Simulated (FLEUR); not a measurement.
```
Collinear magnetic orders of Fe with FLEUR
1.0
    -1.43024    1.43024    1.43024
     1.43024   -1.43024    1.43024
     1.43024    1.43024   -1.43024
Fe
1
Direct
  0.00000 0.00000 0.00000
# method: PBEsol; all-electron FLAPW, Dirac cores, scalar-relativistic bands (and 1 further level or step)
# program: FLEUR MaX-R8.1
# settings of one run: kmax 3.6 1/bohr, gmax 10.8 1/bohr, muffin tin radii Fe: 2.28 bohr, lmax Fe: [8, 6], hist occupations, smearing width 0.05 eV, mixer Anderson, mixing 0.05, max iterations 90, stop 2.00e-5 me/bohr³, collinear spin, 18×18×18 k-mesh, mesh matched on, starting moments 2.8 μB
# cost: 4 runs, 1.9 min in all on 4 MPI ranks of Arm Neoverse V2, shared host (the runs of this entry)
# notes: The database entry behind the starting cell differs from later determinations by our own check (about 0.2 % short). The run is spin-polarised, with a total moment of 2.21 μB a cell. Only 3 starts were tried; other patterns of signs, canted and longer-period orders were not.
# lowest state found: ferromagnetic (initial ferro +)
# largest site spin moment: 2.26 μB
# next finished state: antiferromagnetic, 445 meV a seeded atom higher
# energy gained by spin polarisation: 526 meV a seeded atom
# hyperfine field at Fe1, along its moment: -28.3 T
# orbital moment on the atom of largest spin, along its spin (spin–orbit run): 0.0458 μB
```

[Logs and program files are shortened in this print: banners, set-up blocks, solver, clock and traceback lines can be left out without a mark of their own.]

[Logs are printed without paths, hosts, clocks, repeated set-up lines and the standing remarks that a program may print on its own settings, such as how far it seeks lower states.]

[Hosts, paths, dates, database ids (printed as entryN), source tags and the programs' standing remarks are cut or masked in the printed files.]

[Where a cell is said to come from a database of computed structures, the database is the Materials Project.]
